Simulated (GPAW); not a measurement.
## Magnetic state of Fe2 Mo5 Fe2 001 from several starts

Aim: find out whether Fe2 Mo5 Fe2 001 carries moments, and which collinear order costs least.

Main program and level: GPAW 26.7.0; PBE; plane waves with GPAW's PAW setups, scalar-relativistic.

**1. Set-up**

The cell holds 9 atoms: 4 Fe and 5 Mo. Cell: a = 3.147 Å, b = 3.147 Å, c = 23.440 Å, α = 90.0°, β = 90.0°, γ = 90.0°. ideal sites on the substrate's mesh, layer spacings from atomic volumes, unrelaxed, 12 A of vacuum. Vacuum lies along c.

**2. Run 1 (ferro ++++)**

The parallel start comes first: it fits the smallest cell, keeps the most symmetry and shows whether parallel moments form.

order1.py

```python
import json
import numpy as np
from ase import Atoms
from ase.parallel import paropen, parprint
from gpaw import GPAW

atoms = Atoms(['Fe', 'Fe', 'Mo', 'Mo', 'Mo', 'Mo', 'Mo', 'Fe', 'Fe'],
    cell=[[3.147, 0.0, 0.0],
         [0.0, 3.147, 0.0],
         [0.0, 0.0, 23.440274]],
    scaled_positions=[[0.0, 0.0, 0.25597],
         [0.5, 0.5, 0.3068],
         [0.0, 0.0, 0.365773],
         [0.5, 0.5, 0.432886],
         [0.0, 0.0, 0.5],
         [0.5, 0.5, 0.567114],
         [0.0, 0.0, 0.634227],
         [0.5, 0.5, 0.6932],
         [0.0, 0.0, 0.74403]],
    pbc=True,
    magmoms=[2.6, 2.6, 0.0, 0.0, 0.0, 0.0, 0.0, 2.6, 2.6])
atoms.calc = GPAW(mode={'name': 'pw', 'ecut': 450},
    xc='PBE',
    kpts={'size': (20, 20, 1), 'gamma': True},
    occupations={'name': 'fermi-dirac', 'width': 0.05},
    convergence={'density': 1e-05, 'energy': 1e-05},
    maxiter=200,
    mixer={'name': 'pulay', 'beta': 0.03, 'nmaxold': 8, 'weight': 100},
    symmetry={'tolerance': 1e-4},
    txt='order1.txt')
e = atoms.get_potential_energy(force_consistent=True)
res = {'free_energy': e, 'energy_sigma0': atoms.get_potential_energy(), 'fermi_energy': atoms.calc.get_fermi_level()}
res['moments'] = atoms.get_magnetic_moments().tolist()
res['total'] = atoms.get_magnetic_moment()
parprint('site moments (muB):', np.round(res['moments'], 3))
parprint(f"total moment: {res['total']:.3f} muB")
parprint(f'free energy: {e:.6f} eV')
atoms.calc.write('order1.gpw')
with paropen('results.json', 'w') as f:
    json.dump(res, f)
```

On the command line:

```sh
$ OMP_NUM_THREADS=1 mpirun -n 4 gpaw python order1.py > order1.log
```

Numbers of over 12 decimals in the logs are rounded to 6 here.

Log:

```text
site moments (muB): [ 2.811  2.019 -0.212  0.021 -0.052  0.021 -0.212  2.019  2.811]
total moment: 9.350 muB
free energy: -88.554126 eV

--- order1.txt ---
Input parameters:
  mode=PW(ecut=450),
  convergence={'density': 1e-05, 'energy': 1e-05},
  kpts=MonkhorstPack(size=(20, 20, 1), gamma=True),
  maxiter=200,
  mixer=Pulay(name='pulay', nmaxold=8, beta=0.03, weight=100, sigma=0.015, g_ss=None),
  occupations=Occupations(name='fermi-dirac', width=0.05),
  symmetry=Symmetry(tolerance=0.0001),
  xc=XC(name='PBE')

Diagonalizing LCAO Hamiltonian
Converting LCAO to pw mode
   .-------.
  /|       |
 * |       |
 | |       |
 | |       |
 | |       |
 | |       |
 | |       |
 | |       |
 Fe|       |
 | |  Fe   |
 | |       |
 | |       |
 Mo|       |
 | |  Mo   |
 | |       |
 Mo|       |
 | |  Mo   |
 | |       |
 | |       |
 Mo|       |
 | |  Fe   |
 | |       |
 | |       |
 Fe|       |
 | |       |
 | |       |
 | |       |
 | |       |
 | .-------.
 |/       /
 *-------*

Atoms  # Å, Bohr magnetons
|   | symbol |        x |        y |         z |    initial magnetic moments |
|---|--------|----------|----------|-----------|-----------------------------|
| 0 |     Fe | 0.000000 | 0.000000 |  6.000007 | ( 0.0000,  0.0000,  2.6000) |
| 1 |     Fe | 1.573500 | 1.573500 |  7.191476 | ( 0.0000,  0.0000,  2.6000) |
| 2 |     Mo | 0.000000 | 0.000000 |  8.573819 | ( 0.0000,  0.0000,  0.0000) |
| 3 |     Mo | 1.573500 | 1.573500 | 10.146966 | ( 0.0000,  0.0000,  0.0000) |
| 4 |     Mo | 0.000000 | 0.000000 | 11.720137 | ( 0.0000,  0.0000,  0.0000) |
| 5 |     Mo | 1.573500 | 1.573500 | 13.293308 | ( 0.0000,  0.0000,  0.0000) |
| 6 |     Mo | 0.000000 | 0.000000 | 14.866455 | ( 0.0000,  0.0000,  0.0000) |
| 7 |     Fe | 1.573500 | 1.573500 | 16.248798 | ( 0.0000,  0.0000,  2.6000) |
| 8 |     Fe | 0.000000 | 0.000000 | 17.440267 | ( 0.0000,  0.0000,  2.6000) |

Unit cell  # Å
| periodic |        x |        y |         z |   lengths |    angles |
|----------|----------|----------|-----------|-----------|-----------|
|      yes | 3.147000 | 0.000000 |  0.000000 |  3.147000 | 90.000000 |
|      yes | 0.000000 | 3.147000 |  0.000000 |  3.147000 | 90.000000 |
|      yes | 0.000000 | 0.000000 | 23.440274 | 23.440274 | 90.000000 |

Number of symmetries: 16

BZ-sampling:
  Number of BZ points: 400
  Number of IBZ points: 66

  Monkhorst-Pack size: [20, 20, 1]
  Monkhorst-Pack shift: [0.025, 0.025, 0.0]

K-points  # in reciprocal-cell coordinates
|     |                                coordinates |     weight |
|-----|--------------------------------------------|------------|
|   0 | ( -0.00000000,  -0.00000000,   0.00000000) | 0.00250000 |
|   1 | (  0.05000000,  -0.00000000,   0.00000000) | 0.01000000 |
|   2 | (  0.05000000,   0.05000000,   0.00000000) | 0.01000000 |
|   3 | (  0.10000000,  -0.00000000,   0.00000000) | 0.01000000 |
|   4 | (  0.10000000,   0.05000000,   0.00000000) | 0.02000000 |
|   5 | (  0.10000000,   0.10000000,   0.00000000) | 0.01000000 |
|   6 | (  0.15000000,  -0.00000000,   0.00000000) | 0.01000000 |
|   7 | (  0.15000000,   0.05000000,   0.00000000) | 0.02000000 |
|   8 | (  0.15000000,   0.10000000,   0.00000000) | 0.02000000 |
|   9 | (  0.15000000,   0.15000000,   0.00000000) | 0.01000000 |
| ... |                                            |            |
|  65 | (  0.50000000,   0.50000000,   0.00000000) | 0.00250000 |

Plane wave coefficients: 5105
Cutoff: 450.000000 eV

Spin-components: 2 (collinear spins)
Bands:           72
Projectors:      54
Spin-degeneracy: 1
Datatype:        complex128

Parallelization:
  kpt:    4
  domain: 1
  band:   1

Density:
  Valence electrons: 102.0
  Components: 2
  Grid points: [ 16  16 120]
  Charge: 0.0  # |e|

Potential:
  Grid points: [ 16  16 120]

species:
  Fe:
    name:    Iron
    Z:       26.0
    valence: 8
    core:    18
    charge:  0.0  # [|e|]
    compensation charges:
      type: gauss
      rc: 0.33  # [Å]
      lmax: 2
    cutoffs:
      filter: 2.06  # [Å]
      core: 2.67  # [Å]
    projectors
    | kind |    occ | energy [eV] | rcut [Å] |
    |------|--------|-------------|----------|
    |   4s |  2.000 |      -5.291 |    1.164 |
    |   4p |  0.000 |      -1.326 |    1.058 |
    |   3d |  6.000 |      -7.505 |    1.058 |
    |    s |        |      21.920 |    1.164 |
    |    p |        |      25.885 |    1.058 |
    |    d |        |      19.706 |    1.058 |

    Using partial waves for Fe as LCAO basis

  Mo:
    name:    Molybdenum
    Z:       42.0
    valence: 14
    core:    28
    charge:  0.0  # [|e|]
    compensation charges:
      type: gauss
      rc: 0.38  # [Å]
      lmax: 2
    cutoffs:
      filter: 2.16  # [Å]
      core: 1.42  # [Å]
    projectors
    | kind |    occ | energy [eV] | rcut [Å] |
    |------|--------|-------------|----------|
    |   4s |  2.000 |     -64.307 |    1.238 |
    |   5s |  1.000 |      -4.084 |    1.238 |
    |   4p |  6.000 |     -38.491 |    1.296 |
    |   5p |  0.000 |      -1.044 |    1.296 |
    |   4d |  5.000 |      -3.754 |    1.296 |
    |    d |        |      23.458 |    1.296 |

    Using partial waves for Mo as LCAO basis

Reference energy: -689148.181557  # eV

eigensolver:
  PPCG
  Converge bands: occupied
  niter=2

density mixing:
  Pulay-Mixer
  Linear mixing parameters: 0.03
  Old densities: 8
  Fourier metric: weight=100, sigma=0.015

occupation numbers:
  Fermi-Dirac:
    width: 0.0500  # eV

poisson solver:
  ecut: 3600.000000  # eV

xc functional:
  name: PBE with 2 nearest neighbor stencil

convergence criteria:
- Maximum integral of absolute [dens]ity change: 1e-05 electrons / valence electron
- Maximum [total energy] change in last 3 cyles: 1e-05 eV / valence electron
- Maximum integral of absolute [eigenst]ate change: 4e-08 eV^2 / valence electron
maximum number of iterations: 200

SCF iterations
|iter     |      energy | eigst |  dens |  magmom |
|---------|-------------|-------|-------|---------|
|iter:   1|       0s |  -97.996509 | +0.50 |       | +10.4208|
|iter:   2|      16s |  -95.068154 | -0.78 | -0.75 | +10.3099|
|iter:   3|      32s |  -93.405385 | -1.63 | -0.87 | +10.3031|
|iter:   4|      47s |  -92.167929 | -1.96 | -0.94 | +10.2471|
|iter:   5|      63s |  -89.610981 | -1.08 | -0.99 | +10.0511|
|iter:   6|      78s |  -88.768629 | -1.18 | -1.15 |  +9.9467|
|iter:   7|      94s |  -88.718736 | -1.40 | -1.27 |  +9.8161|
|iter:   8|     110s |  -88.357759 | -1.81 | -1.30 |  +9.7971|
|iter:   9|     125s |  -88.342232 | -2.44 | -1.51 |  +9.7439|
|iter:  10|     141s |  -88.403287 | -2.37 | -1.60 |  +9.6951|
[... 36 iterations left out ...]
|iter:  47|     659s |  -88.512585c| -8.35c| -4.96 |  +9.3505|
|iter:  48|     667s |  -88.512585c| -8.82c| -4.93 |  +9.3505|
|iter:  49|     674s |  -88.512584c| -8.71c| -4.94 |  +9.3504|
|iter:  50|     681s |  -88.512584c| -8.95c| -4.89 |  +9.3504|
|iter:  51|     689s |  -88.512585c| -9.38c| -4.90 |  +9.3504|
|iter:  52|     696s |  -88.512585c| -9.60c| -4.92 |  +9.3504|
|iter:  53|     703s |  -88.512585c| -9.92c| -4.91 |  +9.3504|
|iter:  54|     711s |  -88.512585c| -9.90c| -4.91 |  +9.3504|
|iter:  55|     718s |  -88.512585c| -8.93c| -4.91 |  +9.3502|
|iter:  56|     725s |  -88.512586c| -8.65c| -5.05c|  +9.3501|

Converged in 56 steps
Energy contributions relative to reference atoms: (reference = -689148.181557)

Energy contributions:
  Kinetic:         -34.784311
  Coulomb:          11.653765
  Zero:             -0.800553
  External:          0.000000
  Xc:              -64.539946
  Entropy:          -0.083081
  Spinorbit:         0.000000
  ----------------------------
  Free energy:     -88.554126
  Extrapolated:    -88.512586

dipole moment: (-50.603916, -50.603916, -0.000449)  # |e|*Ang

Total magnetic moment: (0.000000, 0.000000, 9.350071)

Local magnetic moments
|        x |        y |         z |
|----------|----------|-----------|
| 0.000000 | 0.000000 |  2.810940 |  # Fe   0
| 0.000000 | 0.000000 |  2.018579 |  # Fe   1
| 0.000000 | 0.000000 | -0.211925 |  # Mo   2
| 0.000000 | 0.000000 |  0.021076 |  # Mo   3
| 0.000000 | 0.000000 | -0.051520 |  # Mo   4
| 0.000000 | 0.000000 |  0.021076 |  # Mo   5
| 0.000000 | 0.000000 | -0.211925 |  # Mo   6
| 0.000000 | 0.000000 |  2.018579 |  # Fe   7
| 0.000000 | 0.000000 |  2.810940 |  # Fe   8

Fermi level: 4.902
Eigenvalues  # (at kpt = [-0.000, -0.000, 0.000])
| band index |      eig [eV] | occ [0-1] |      eig [eV] | occ [0-1] |
|------------|---------------|-----------|---------------|-----------|
|          0 |       -56.276 |     1.000 |       -56.315 |     1.000 |
|        ... |               |           |               |           |
|         45 |         3.102 |     1.000 |         4.540 |     0.999 |
|         46 |         3.102 |     1.000 |         4.725 |     0.972 |
|         47 |         3.600 |     1.000 |         4.725 |     0.972 |
|         48 |         3.695 |     1.000 |         5.010 |     0.103 |
|         49 |         3.695 |     1.000 |         5.012 |     0.101 |
|         50 |         3.741 |     1.000 |         5.052 |     0.048 |
|         51 |         3.835 |     1.000 |         5.175 |     0.004 |
|         52 |         4.037 |     1.000 |         5.175 |     0.004 |
|         53 |         4.037 |     1.000 |         5.557 |     0.000 |
|         54 |         4.191 |     1.000 |         5.762 |     0.000 |
|         55 |         4.869 |     0.660 |         5.829 |     0.000 |
|         56 |         4.869 |     0.660 |         5.829 |     0.000 |
|         57 |         4.878 |     0.619 |         6.267 |     0.000 |
|         58 |         5.088 |     0.024 |         6.324 |     0.000 |
|         59 |         5.506 |     0.000 |         6.464 |     0.000 |
|         60 |         5.507 |     0.000 |         6.570 |     0.000 |
|        ... |               |           |               |           |
|         71 |         8.599 |     0.000 |         8.597 |     0.000 |

No gap
No difference between direct/indirect transitions
```

The job ended after 13 min (4 MPI ranks of Arm Neoverse V2, shared host; peak memory 1.8 GiB).

Spin moment in the augmentation sphere by atom:

| atom | spin moment in the augmentation sphere (μB) |
| --- | --- |
| Fe1 | 2.81 |
| Fe2 | 2.02 |
| Mo3 | -0.21 |
| Mo4 | 0.02 |
| Mo5 | -0.05 |
| Mo6 | 0.02 |
| Mo7 | -0.21 |
| Fe8 | 2.02 |
| Fe9 | 2.81 |

Read from the output:

| Property | Result |
| --- | --- |
| magnetization | 9.350 μB |
| final state | ferromagnetic |

After 56 cycles the largest moment stands at 2.81 μB.

[end of part 1 of 2]

[Logs and program files are shortened in this print: banners, set-up blocks, solver, clock and traceback lines can be left out without a mark of their own.]

[Logs are printed without paths, hosts, clocks, repeated set-up lines and the standing remarks that a program may print on its own settings, such as how far it seeks lower states.]

[Hosts, paths, dates, database ids (printed as entryN), source tags and the programs' standing remarks are cut or masked in the printed files.]

[Where a cell is said to come from a database of computed structures, the database is the Materials Project.]
